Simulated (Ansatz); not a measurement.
# SbAs (model cell, started as layered BN type): a soft mode frozen in

Wanted: the energy along a soft mode of SbAs (model cell, started as layered BN type) and the structure at the end.

Calculated with Ansatz 0.2.0; DFT LDA, scalar-relativistic, plane waves, PAW.

The structure was built from a prototype and need not be the compound's stable phase.

## Step 1: Starting point

The structure is hexagonal, space group P6_3/mmc (No. 194). Conventional cell: a = 4.814 Å, b = 4.814 Å, c = 5.773 Å, α = 90.00°, β = 90.00°, γ = 120.00°. Nearest to Sb lie 5 As at 2.78 to 2.89 Å. Nearest to As lie 5 Sb at 2.78 to 2.89 Å. Farther neighbours are not listed.

## Step 2: The dispersion

The cell comes from relaxations at this level that are not shown. Stability and thermal properties need the whole zone. Linear response on a 3×3×2 q mesh gives force constants as far as a supercell of that size would.

input.yaml reads:

```yaml
crystal:
  lattice:
    - [4.8143036723, 0.0, 0.0]
    - [-2.4071518361, 4.1693092817, 0.0]
    - [0.0, 0.0, 5.7732547121]
  atoms:
    - { symbol: Sb, position: [0.3333333333, 0.6666666667, 0.25] }
    - { symbol: Sb, position: [0.6666666667, 0.3333333333, 0.75] }
    - { symbol: As, position: [0.6666666667, 0.3333333333, 0.25] }
    - { symbol: As, position: [0.3333333333, 0.6666666667, 0.75] }
kpoints:
  mp_grid: { grid: [12, 12, 6] }
hamiltonian:
  xc: lda
scf:
  occupations: { method: methfessel_paxton, width: 0.2 }
output:
  eigenvalues: true
phonons:
  method: dfpt
  qmesh: [3, 3, 2]
  temperatures: { t_max: 1000, t_step: 50 }
  qpath:
    path:
      - [[0.0, 0.0, 0.0], [0.5, 0.0, 0.0], [0.33333333, 0.33333333, 0.0], [0.0, 0.0, 0.0], [0.0, 0.0, 0.5], [0.5, 0.0, 0.5], [0.33333333, 0.33333333, 0.5], [0.0, 0.0, 0.5]]
      - [[0.5, 0.0, 0.5], [0.5, 0.0, 0.0]]
      - [[0.33333333, 0.33333333, 0.5], [0.33333333, 0.33333333, 0.0]]
    npoints: 10
```

Command:

```sh
$ ansatz run input.yaml --threads 4 --pin off --max-ram 7168MiB --backend cpu --events-out ev --progress --plain --runs-dir out
```

Numbers of over 12 decimals in the logs are rounded to 6 here.

The log of the run:

```text
Warning: phonons: the dynamical matrix that this run interpolates holds no multipole term above the dipole-dipole one, and a site of this crystal is no centre of inversion, so its interpolated transverse optical and acoustic branches and sound speeds can stay off near Gamma, and the density of states and the thermodynamics with them. What a run solves at a wave vector of phonons.qpoints, Gamma apart, where the deck admits one, is free of this, and under fd what a larger phonons.supercell samples
Engine: ansatz 0.2.0, x86_64-unknown-linux-gnu
Pseudopotentials: kind: paw
Pseudopotential: Sb, paw, valence charge 15, recommended cutoff 420 eV (normal), Sb.paw.azcp
Pseudopotential: As, paw, valence charge 15, recommended cutoff 420 eV (normal), As.paw.azcp
Functional definition: SPW92
  exchange = slater_x
  correlation = pw_c
Crystal: 4 atoms, lattice volume = 115.883 Å³
Basis set: ecut = 420 eV, 2239 PW (Γ), exchange–correlation on 72×72×80 points (8 copies of the dense FFT grid, shifted against one another)
Bands: 36, of which v1, the nominal top of the filled ones, is band 30 counted from 1 (29 counted from 0)
Symmetry: 24 space group operations
k-points: 76 of 864
Non-local potential: Sb, projectors of the file, l = 0: 2, l = 1: 2, l = 2: 2, l = 3: 2
Non-local potential: As, projectors of the file, l = 0: 2, l = 1: 2, l = 2: 3, l = 3: 1
PAW form: soft (Blöchl's): semilocal exchange-correlation on the pseudo side does not see the compensation charge
PAW frozen core: Sb, regenerated for the run's functional, and the local potential with it (the file was generated under x = pbe(κ = 0.804, μ = 0.219515), c = pbe(β = 0.066725))
PAW frozen core: As, regenerated for the run's functional, and the local potential with it (the file was generated under x = pbe(κ = 0.804, μ = 0.219515), c = pbe(β = 0.066725))
PAW one-centre angular grid: Sb, 590 points (default); XC on 64 Gauss nodes
PAW one-centre angular grid: As, 590 points (default); XC on 64 Gauss nodes
Initial density: superposition of atomic densities (neutral atoms: chi_scale 0, normalization atom), corrected by the library's trained network
Initial wavefunctions: pseudopotential atomic-orbital guess
Functional: x = slater, c = lda
SCF iter   1: F=—  HF=-22218.091935 eV  |F-HF|=—  |Δ(HF+E_count)|=         —  Δρ=5.59e-3  dr2=1.91e-2  ethr=1.77e-3  ⟨swp⟩=6.2  Hψ=10655  notcnv=0
preconditioner: auto → LDOS  [metal: Δε(μ)=0.008 eV  Ē_g=8.419 eV  σ=0.200 eV  W_gap=0.03  n_scr=22 (ndim 8)  ℏωp=15.4 eV  f_vac=0.111  D(μ)=1.99/eV (n_scr^D=8)  β→1.0]
SCF iter   2: F=—  HF=-22218.082346 eV  |F-HF|=—  |Δ(HF+E_count)|=   9.59e-3  S|Δr|=    0.00e0  Δρ=8.61e-4  dr2=7.93e-4  ethr=3.18e-5  ⟨swp⟩=2.7  Hψ=5885  notcnv=0
SCF iter   3: F=—  HF=-22218.081965 eV  |F-HF|=—  |Δ(HF+E_count)|=   3.81e-4  S|Δr|=    0.00e0  Δρ=4.63e-4  dr2=1.49e-4  ethr=1.32e-6  ⟨swp⟩=2.0  Hψ=4994  notcnv=0
SCF iter   4: F=—  HF=-22218.081830 eV  |F-HF|=—  |Δ(HF+E_count)|=   1.35e-4  S|Δr|=    0.00e0  Δρ=1.80e-4  dr2=2.69e-5  ethr=2.48e-7  ⟨swp⟩=2.0  Hψ=4974  notcnv=0
SCF iter   5: F=—  HF=-22218.081813 eV  |F-HF|=—  |Δ(HF+E_count)|=   1.62e-5  S|Δr|=    0.00e0  Δρ=2.81e-5  dr2=1.56e-6  ethr=4.49e-8  ⟨swp⟩=2.0  Hψ=4221  notcnv=0
SCF iter   6: F=—  HF=-22218.081812 eV  |F-HF|=—  |Δ(HF+E_count)|=   1.26e-6  S|Δr|=    0.00e0  Δρ=6.53e-6  dr2=1.10e-7  ethr=2.61e-9  ⟨swp⟩=2.0  Hψ=4983  notcnv=0
SCF iter   7: F=—  HF=-22218.081812 eV  |F-HF|=—  |Δ(HF+E_count)|=   4.40e-8  S|Δr|=    0.00e0  Δρ=7.81e-7  dr2=1.05e-9  ethr=1.84e-10  ⟨swp⟩=2.0  Hψ=4983  notcnv=0
SCF iter   8: F=—  HF=-22218.081812 eV  |F-HF|=—  |Δ(HF+E_count)|=  7.09e-10  S|Δr|=    0.00e0  Δρ=2.36e-7  dr2=6.01e-11  ethr=1.75e-12  ⟨swp⟩=2.0  Hψ=5035  notcnv=0
SCF iter   9: F=-22218.081812 eV  HF=-22218.081812 eV  |F-HF|=0.00e0  |Δ(HF+E_count)|=  7.28e-12  S|Δr|=    0.00e0  Δρ=2.27e-8  dr2=5.26e-13  ethr=1.00e-12  ⟨swp⟩=8.2  Hψ=13150  notcnv=0
SCF 1 converged in 9 iterations: F = -22218.081812 eV  dr2 = 5.26e-13
  greatest PAW one-centre occupation: 0.999 electrons in one spin orbital (limit 2), on the As atom at site 3 (counted from 0), in its partial waves of l = 2
Initial density: read from a saved state, or passed on in memory by an earlier SCF of this step, an earlier step, the calling program or the single point that the run made first
iter 1 solved again at ethr=4.03e-7 eV; its pass at ethr=3.10e-3 eV (dr2=2.42e-4 eV) is discarded
SCF iter   1: F=—  HF=-22218.081811 eV  |F-HF|=—  |Δ(HF+E_count)|=         —  Δρ=1.51e-6  dr2=2.76e-9  ethr=4.03e-7  ⟨swp⟩=2.8  Hψ=16797  notcnv=0
eigensolver tolerance schedule: the retry pair's looser diagonalisation over-reported the residual by 87809.21 of it (diagonalisation noise at an unbounded share of the residual, at the tolerance the schedule requests for it); recorded, not acted on — ethr = c·dr2/N_el stays at c = 1.0e-1
preconditioner: auto → LDOS  [metal: Δε(μ)=0.014 eV  Ē_g=8.410 eV  σ=0.200 eV  W_gap=0.06  n_scr=22 (ndim 8)  ℏωp=15.4 eV  f_vac=0.117  D(μ)=1.96/eV (n_scr^D=8)  β→1.0]
SCF iter   2: F=—  HF=-22218.081812 eV  |F-HF|=—  |Δ(HF+E_count)|=   7.88e-7  S|Δr|=    0.00e0  Δρ=1.60e-6  dr2=3.69e-9  ethr=4.59e-12  ⟨swp⟩=3.9  Hψ=7375  notcnv=0
SCF iter   3: F=—  HF=-22218.081812 eV  |F-HF|=—  |Δ(HF+E_count)|=  9.90e-10  S|Δr|=    0.00e0  Δρ=7.94e-7  dr2=7.21e-10  ethr=4.59e-12  ⟨swp⟩=2.1  Hψ=3499  notcnv=0
SCF iter   4: F=—  HF=-22218.081812 eV  |F-HF|=—  |Δ(HF+E_count)|=  9.82e-11  S|Δr|=    0.00e0  Δρ=5.74e-7  dr2=4.03e-10  ethr=1.20e-12  ⟨swp⟩=1.0  Hψ=2736  notcnv=0
SCF iter   5: F=—  HF=-22218.081812 eV  |F-HF|=—  |Δ(HF+E_count)|=  7.28e-11  S|Δr|=    0.00e0  Δρ=3.64e-7  dr2=1.59e-10  ethr=1.00e-12  ⟨swp⟩=1.0  Hψ=2736  notcnv=0
SCF iter   6: F=—  HF=-22218.081812 eV  |F-HF|=—  |Δ(HF+E_count)|=  4.73e-11  S|Δr|=    0.00e0  Δρ=2.00e-7  dr2=4.85e-11  ethr=1.00e-12  ⟨swp⟩=1.0  Hψ=2736  notcnv=0
SCF iter   7: F=—  HF=-22218.081812 eV  |F-HF|=—  |Δ(HF+E_count)|=  7.28e-12  S|Δr|=    0.00e0  Δρ=1.05e-7  dr2=1.32e-11  ethr=1.00e-12  ⟨swp⟩=1.0  Hψ=2736  notcnv=0
SCF iter   8: F=-22218.081812 eV  HF=-22218.081812 eV  |F-HF|=7.28e-12  |Δ(HF+E_count)|=    0.00e0  S|Δr|=    0.00e0  Δρ=2.70e-8  dr2=8.06e-13  ethr=1.00e-12  ⟨swp⟩=2.8  Hψ=5441  notcnv=0
SCF 2 converged in 8 iterations: F = -22218.081812 eV  dr2 = 8.06e-13
phonons: the bands overlap, so this run is a metal and interpolates without the dipole-dipole term. If the crystal is really an insulator or semiconductor, its LO-TO splitting is missing
NSCF: frozen V_eff on 76 k-points
NSCF: frozen V_eff on 172 k-points
DFPT response loops at q = (0, 0, 0) (fractional): preconditioner auto → Kerker (q_TF=auto, 2.445 Å⁻¹) (partly filled bands, converged f_vac=0.117); β = 1.00, the filter's whole step (`scf.mixing.beta` (0.50) is not read by the response loops under this deck's `scf.mixing.preconditioner`; to damp them name `kerker` or `kerker_dos`, under which they read `scf.mixing.beta`, and type it under 1.00, their step now; both keys bind the ground state too); Broyden in place of MSR1
NSCF: frozen V_eff on 344 k-points
DFPT response loops at q = (0, 0, -0.5) (fractional): mixed as the last ones told, above
NSCF: frozen V_eff on 624 k-points
DFPT response loops at q = (0, 0.333333, 0) (fractional): mixed as the last ones told, above
NSCF: frozen V_eff on 624 k-points
DFPT response loops at q = (0, 0.333333, -0.5) (fractional): mixed as the last ones told, above
NSCF: frozen V_eff on 624 k-points
DFPT response loops at q = (0.333333, 0.333333, 0) (fractional): mixed as the last ones told, above
NSCF: frozen V_eff on 624 k-points
DFPT response loops at q = (0.333333, 0.333333, -0.5) (fractional): mixed as the last ones told, above
SCF converged after 9 iterations
Stability not checked: this state was not tested for a lower state beside it, because cold or Methfessel-Paxton smearing, or corrected tetrahedra, fill the levels in a way that the test cannot read (fill_not_monotonic; see scf.lower_state_search)
Free energy (F): -22218.081812 eV
Harris-Foulkes:  -22218.081812 eV  (|F-HF|=0.00e0)
Internal energy: -22218.085187 eV  (E = F + TS)
E sigma→0 (E₀):  -22218.082656 eV
Entropy (-TS):   0.003375 eV (0.844 meV/atom)
Fermi energy:    8.552493 eV
--- Per-component energies (eV) ---
  E_band       = -915.529795
  E_kinetic    = 623.754090
  E_local      = -7500.412818  (includes V_loc(G=0)·N_el)
  E_nonlocal   = -599.266878
  E_hartree    = 3723.326869
  E_xc         = -434.179225
  E_vxc        = -354.269083  (∫ρ·V_xc dr)
  E_paw        = -12357.753230  (= ΣΔE_a)
  E_vpaw       = -531.988812  (= ΣTr[D̂ρ^β])
  E_aug_tail   = 0.000014  (compensation charges beyond the density's cutoff)
  E_ewald      = -5678.822115
  E_core_change = 5.268107  (= ΣΔE_core)
  E_smearing   = 0.003375  (= −TS)
  E_closure    = 0.000000  (closes the sum)
  Σ components = -22218.081812   (vs F -22218.081812, Δ=0.00e0)
--- Band table (eV; the first three rows and the last of 76) ---
  k-point 0: bands = [... 26 lower, 4.2957, 6.4196, 6.4482, 6.4482, 8.3762, 8.3762, 10.8988, 10.8988, ... 2 higher]
  k-point 1: bands = [... 26 lower, 4.4013, 6.2402, 6.2402, 7.1663, 8.4742, 8.4742, 10.5961, 10.5961, ... 2 higher]
  k-point 2: bands = [... 26 lower, 4.7081, 5.7428, 5.7428, 8.5228, 8.7837, 8.7837, 9.0136, 9.9515, ... 2 higher]
  k-point 75: bands = [... 26 lower, 7.5592, 7.5592, 8.2612, 8.2612, 9.0965, 9.0965, 9.2543, 9.2543, ... 2 higher]
--- Phonons (Γ-DFPT): 4 representative perturbations + reference (Σ response iterations 12) ---
  ASR residual: 4.965e-5 → 0.000e0 eV/Å²; symmetrization residual: 3.205e-5 eV/Å²
  ASR residual per site (eV/Å²): 4.97e-5 4.97e-5 4.94e-5 4.94e-5
  Γ frequencies (cm⁻¹): -126.73 0.00 0.00 0.00 22.67 22.67 71.96 89.16 89.16 140.23 140.23 158.02
--- Phonons (arbitrary-q DFPT): 6 irreducible q on the 3×3×2 mesh ---
  q = [0.0000, 0.0000, 0.0000] (star 1, of the zone-centre solve; hermiticity 1.56e-5, symmetrization 2.43e-10): -126.73 -0.00 0.00 0.00 22.67 22.67 71.96 89.16 89.16 140.23 140.23 158.02
  q = [0.0000, 0.0000, -0.5000] (star 1, 4 solved perturbations in 496 linear systems a pass and spin channel, the states on 172 of 864 k-point pairs; hermiticity 8.80e-6, symmetrization 4.18e-8): 35.41 35.41 35.41 35.41 110.12 110.12 116.40 116.40 116.40 116.40 131.01 131.01
  q = [0.0000, 0.3333, 0.0000] (star 6, 6 solved perturbations on 312 of 864 k-point pairs; hermiticity 9.52e-6, symmetrization 3.03e-10): -52.23 -31.58 -21.20 38.08 67.08 78.65 88.65 105.15 120.89 121.03 134.04 140.38
  q = [0.0000, 0.3333, -0.5000] (star 6, 6 solved perturbations on 312 of 864 k-point pairs; hermiticity 9.19e-6, symmetrization 9.22e-9): 33.81 33.81 86.35 86.35 117.54 117.54 131.07 131.07 134.78 134.78 150.69 150.69
  q = [0.3333, 0.3333, 0.0000] (star 2, 4 solved perturbations in 872 linear systems a pass and spin channel, the states on 312 of 864 k-point pairs; hermiticity 2.19e-5, symmetrization 7.52e-6): -87.98 -19.32 25.24 56.25 56.25 58.97 87.15 87.15 119.69 119.69 140.86 140.86
  q = [0.3333, 0.3333, -0.5000] (star 2, 4 solved perturbations in 872 linear systems a pass and spin channel, the states on 312 of 864 k-point pairs; hermiticity 1.00e-5, symmetrization 3.85e-6): 14.22 14.22 65.87 65.87 106.21 106.21 133.60 133.60 141.66 141.66 155.96 155.96
  sum rule: each row above includes the acoustic sum rule's correction from the zone centre's row sums; it moved no ω² by more than (0.42 cm⁻¹)²
  mesh force constants: q→R imaginary residual 1.57e-16; ASR residual 4.965e-5 → 0.000e0 eV/Å²; symmetrization residual 3.553e-15 eV/Å²
  interpolated dispersion: 93 rows × 12 modes
  density of states and harmonic sums: on the 15×15×12 q-mesh, interpolated from the force constants of a 3×3×2 supercell (no non-analytic term)
  largest difference from the sums on the solved wave vectors: F 1.01e-1 eV, S 1.36e-4 and C_V 3.53e-5 eV/K
  zero-point energy: 0.067328 eV/cell   skipped modes (ω ≤ 0): 197, of them read as no rigid motion or as one in doubt: 194 (1.040e0 modes/cell left out, lowest -126.73 cm⁻¹)   left out of the sums: 8.67e-2 of the cell's modes: C_V's classical limit lies that fraction below 3 k_B per atom; for a crystal, a wire or a layer, F and S can be off by more, and a phonons.interpolated_qmesh denser along its periods is the remedy for the sampling
```

Run time: 6 min. Hardware: 4 threads of Intel Xeon 6975P-C (Granite Rapids), shared host; peak memory 3.2 GiB; 23 min of CPU time.

Numbers from this step:

| Item | Value |
| --- | --- |
| volume per atom | 28.97 Å³ |
| gap on the k-mesh | 0 eV |
| sum-rule residual before enforcement | 4.97e-5 eV/Å² |
| lowest frequency on the path | -126.7 cm⁻¹ |
| point group | 6/mmm |
| highest frequency on the path or at a solved wavevector | 158.0 cm⁻¹ |
| highest optical mode at the zone centre (no LO-TO term) | 158.0 cm⁻¹ |
| lowest optical zone-centre mode | -126.7 cm⁻¹ |
| lowest mode on the q mesh (acoustic modes at Γ apart) | -126.7 cm⁻¹ |

Frequencies (cm⁻¹) solved at each irreducible wavevector; negative means imaginary. Frequencies by wavevector, by row:

| q in reciprocal lattice units | star | mode 1 | mode 2 | mode 3 | mode 4 | mode 10 | mode 11 | mode 12 |
| --- | --- | --- | --- | --- | --- | --- | --- | --- |
| 0 0 0 | 1 | -126.7 | 0 | 0 | 0 | 140.2 | 140.2 | 158 |
| 0 0 -0.5 | 1 | 35.4 | 35.4 | 35.4 | 35.4 | 116.4 | 131 | 131 |
| 0 0.3333 0 | 6 | -52.2 | -31.6 | -21.2 | 38.1 | 121 | 134 | 140.4 |
| 0 0.3333 -0.5 | 6 | 33.8 | 33.8 | 86.3 | 86.3 | 134.8 | 150.7 | 150.7 |
| 0.3333 0.3333 0 | 2 | -88 | -19.3 | 25.2 | 56.2 | 119.7 | 140.9 | 140.9 |
| 0.3333 0.3333 -0.5 | 2 | 14.2 | 14.2 | 65.9 | 65.9 | 141.7 | 156 | 156 |

Interpolated from a 3×3×2 q mesh. Phonon branches along the path, in cm⁻¹:

| point | branch 1 | branch 2 | branch 3 | branch 4 | branch 9 | branch 10 | branch 11 | branch 12 |
| --- | --- | --- | --- | --- | --- | --- | --- | --- |
| Γ | -127 | 0 | 0 | 0 | 89 | 140 | 140 | 158 |
| halfway | -87 | -31 | -27 | 30 | 130 | 133 | 135 | 139 |
| M | -29 | 45 | 48 | 63 | 108 | 109 | 125 | 140 |
| halfway | -57 | 33 | 39 | 49 | 111 | 114 | 138 | 142 |
| K | -88 | -19 | 25 | 56 | 120 | 120 | 141 | 141 |
| halfway | -73 | -35 | -31 | 34 | 118 | 129 | 140 | 142 |
| Γ | -127 | 0 | 0 | 0 | 89 | 140 | 140 | 158 |
| halfway | -52 | 24 | 24 | 31 | 106 | 134 | 134 | 153 |
| A | 35 | 35 | 35 | 35 | 116 | 116 | 131 | 131 |
| halfway | 28 | 28 | 73 | 73 | 132 | 132 | 145 | 145 |
| L | 47 | 47 | 99 | 99 | 135 | 135 | 154 | 154 |
| halfway | 33 | 33 | 90 | 90 | 142 | 142 | 156 | 156 |
| H | 14 | 14 | 66 | 66 | 142 | 142 | 156 | 156 |
| halfway | 18 | 18 | 81 | 81 | 137 | 137 | 148 | 148 |
| A | 35 | 35 | 35 | 35 | 116 | 116 | 131 | 131 |
| jump to L | 47 | 47 | 99 | 99 | 135 | 135 | 154 | 154 |
| halfway | 20 | 51 | 85 | 89 | 118 | 122 | 135 | 143 |
| M | -29 | 45 | 48 | 63 | 108 | 109 | 125 | 140 |
| jump to H | 14 | 14 | 66 | 66 | 142 | 142 | 156 | 156 |
| halfway | -64 | 30 | 33 | 68 | 125 | 125 | 145 | 145 |
| K | -88 | -19 | 25 | 56 | 120 | 120 | 141 | 141 |

Symmetry leaves 6 wavevectors to solve. The lowest mode among them, the acoustic zeros apart, lies at Γ and is imaginary, 126.7i cm⁻¹, so the energy falls along it.

## Step 3: The mode frozen in, largest atomic shift 0 Å

The mode followed lies at Γ with frequency 126.7i cm⁻¹, the softest among the wavevectors solved. At small amplitude the distorted cell has space group no. 186 by a symmetry search on the positions. The undistorted cell that holds it gives the zero of energy on the same k mesh.

input.yaml, the sections that differ from step 2:

```yaml
output:
  forces: true
  stress: true
  eigenvalues: true
# crystal, kpoints, hamiltonian, scf: as in step 2
# phonons: removed
```

The log of the run:

```text
[...]
Crystal: 4 atoms, lattice volume = 115.883 Å³
Basis set: ecut = 420 eV, 2239 PW (Γ)
Bands: 36, of which v1, the nominal top of the filled ones, is band 30 counted from 1 (29 counted from 0)
Symmetry: 24 space group operations
[...]
k-points: 76 of 864
[...]
k-point 0: bands = [... 26 lower, 4.2957, 6.4196, 6.4482, 6.4482, 8.3762, 8.3762, 10.8988, 10.8988, ... 2 higher]
  k-point 1: bands = [... 26 lower, 4.4013, 6.2402, 6.2402, 7.1663, 8.4742, 8.4742, 10.5961, 10.5961, ... 2 higher]
  k-point 2: bands = [... 26 lower, 4.7081, 5.7428, 5.7428, 8.5228, 8.7837, 8.7837, 9.0136, 9.9515, ... 2 higher]
  k-point 75: bands = [... 26 lower, 7.5592, 7.5592, 8.2612, 8.2612, 9.0965, 9.0965, 9.2543, 9.2543, ... 2 higher]
[key lines of the parts left out:]
SCF converged after 7 iterations
Free energy (F): -22218.081811 eV
Fermi energy:    8.552488 eV
P = ⅓ Tr σ = -0.0000 GPa (-0.000 kbar)
```

The job ended after 1.9 s (4 threads; peak memory 0.61 GiB; 7.1 s of CPU time).

This step gave:

| Property | Result |
| --- | --- |
| pressure | -8.48e-6 GPa |
| energy from the undistorted cell | 0 meV/atom |

The run ends at a pressure of 0.00 GPa.

## Step 4: The mode frozen in, largest atomic shift 0.14 Å

The atoms are moved along the unstable eigenvector, the largest shift by 0.14 Å, with the cell fixed.

input.yaml, the sections that differ from step 3:

```yaml
crystal:
  lattice:
    - [4.8143036723, 0.0, 0.0]
    - [-2.4071518361, 4.1693092817, 0.0]
    - [0.0, 0.0, 5.7732547121]
  atoms:
    - { symbol: Sb, position: [0.3333333333, 0.6666666667, 0.2649214041] }
    - { symbol: Sb, position: [0.6666666667, 0.3333333333, 0.7649214041] }
    - { symbol: As, position: [0.6666666667, 0.3333333333, 0.2257502471] }
    - { symbol: As, position: [0.3333333333, 0.6666666667, 0.7257502471] }
# kpoints, hamiltonian, scf, output: as in step 3
```

The log of the run:

```text
[...]
Crystal: 4 atoms, lattice volume = 115.883 Å³
Basis set: ecut = 420 eV, 2239 PW (Γ)
Bands: 36, of which v1, the nominal top of the filled ones, is band 30 counted from 1 (29 counted from 0)
Symmetry: 12 space group operations
[...]
k-points: 76 of 864 (time reversal used)
[...]
k-point 0: bands = [... 26 lower, 4.2834, 6.2343, 6.5221, 6.5221, 8.2953, 8.2953, 10.9471, 10.9471, ... 2 higher]
  k-point 1: bands = [... 26 lower, 4.3905, 6.2933, 6.2933, 6.9700, 8.4162, 8.4162, 10.6345, 10.6345, ... 2 higher]
  k-point 2: bands = [... 26 lower, 4.7020, 5.7655, 5.7655, 8.0226, 8.7609, 8.7609, 9.5854, 9.9724, ... 2 higher]
  k-point 75: bands = [... 26 lower, 6.9941, 6.9941, 8.6951, 8.6951, 8.9086, 8.9086, 9.6598, 9.6598, ... 2 higher]
[key lines of the parts left out:]
SCF converged after 6 iterations
Free energy (F): -22218.138421 eV
Fermi energy:    8.548603 eV
P = ⅓ Tr σ = 1.0773 GPa (10.773 kbar)
```

Wall time 2.9 s (4 threads); peak memory 0.59 GiB; 11 s of CPU time.

Numbers from this step:

- pressure: 1.077 GPa
- energy from the undistorted cell: -13.95 meV/atom

The energy, extrapolated to zero smearing, is -13.95 meV/atom against the undistorted cell.

The run ends at a pressure of 1.08 GPa, with forces up to 0.0041 eV/Å.

## Step 5: Energy along the mode, all amplitudes (two of the runs are shown above)

An imaginary frequency means negative curvature, so the energy should fall and then rise again as anharmonic terms take over.

This step gave:

```yaml
depth_at_the_lowest_point_sampled: 13.95 meV/atom
largest_atomic_shift_at_that_point: 0.14 Å
```

Table of energy from the parent by largest atomic shift:

| largest atomic shift (Å) | energy from the parent (meV/atom) |
| --- | --- |
| 0.0000 | 0 |
| 0.0400 | -2.66 |
| 0.0800 | -8.23 |
| 0.1400 | -14.0 |
| 0.2200 | 7.41 |

Displacement at unit largest shift by atom:

| atom | x (Å) | y (Å) | z (Å) | size |
| --- | --- | --- | --- | --- |
| Sb1 | 0.00 | 0.00 | 0.61 | 0.61 |
| Sb2 | 0.00 | 0.00 | 0.61 | 0.61 |
| As3 | 0.00 | 0.00 | -1.00 | 1.00 |
| As4 | 0.00 | 0.00 | -1.00 | 1.00 |

The lowest of the steps tried is at 0.14 Å, 14.0 meV/atom below the parent; the bottom of the well need not coincide with a step.

(Continued in part 2 of 2.)

[Logs are printed without paths, hosts, clocks, repeated set-up lines and the standing remarks that a program may print on its own settings, such as how far it seeks lower states.]

[Hosts, paths, dates, database ids (printed as entryN), source tags and the programs' standing remarks are cut or masked in the printed files.]
